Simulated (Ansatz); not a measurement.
In doubt: masses and optical values from hybrid runs of this build are listed as unsure, which bears on the screening that GW takes from such a start.

Rows from a G0W0 calculation on BaSrYSbO6 (F-43m) (Ansatz 0.2.0; G0W0 on Hartree-Fock, plane waves, PAW; PAW set soft_1; 2×2×2 mesh, 632 empty bands, screening to 150 eV, PAW set soft_1 files), in eV. Spin-orbit coupling is left out.

```
row  k  band   start       Σx  Σc at the solution      Vxc
  A  Γ    c1  17.767   -9.100              -2.958   -9.171
  B  Γ    v1   3.744  -26.088               2.911  -26.037
  C  Γ    c2  18.501   -5.116              -2.858   -5.160
```

Question: Work out each quasiparticle level and how far it moved.

The quasiparticle equation reads E = start + Σx + Σc(E) − Vxc.

```
row  E (eV)  shift (eV)
  A  14.879      −2.888
  B   6.605      +2.861
  C  15.686      −2.814
```

Limits: not at the basis limit; no spin-orbit coupling; coarse k mesh.

[Paths, hosts, dates, memory and timing lines, banners, echoed tables and standing remarks are left out of the program output.]

[Logs are printed without paths, hosts, clocks, repeated set-up lines and the standing remarks that a program may print on its own settings, such as how far it seeks lower states.]

[Runs of the session that timed out or met a known fault of the program may be left out.]

[Cells called generated may have been cut or substituted from an entry of the Crystallography Open Database or the Materials Project.]

[Hosts, paths, dates, database ids (printed as entryN), source tags and the programs' standing remarks are cut or masked in the printed files.]
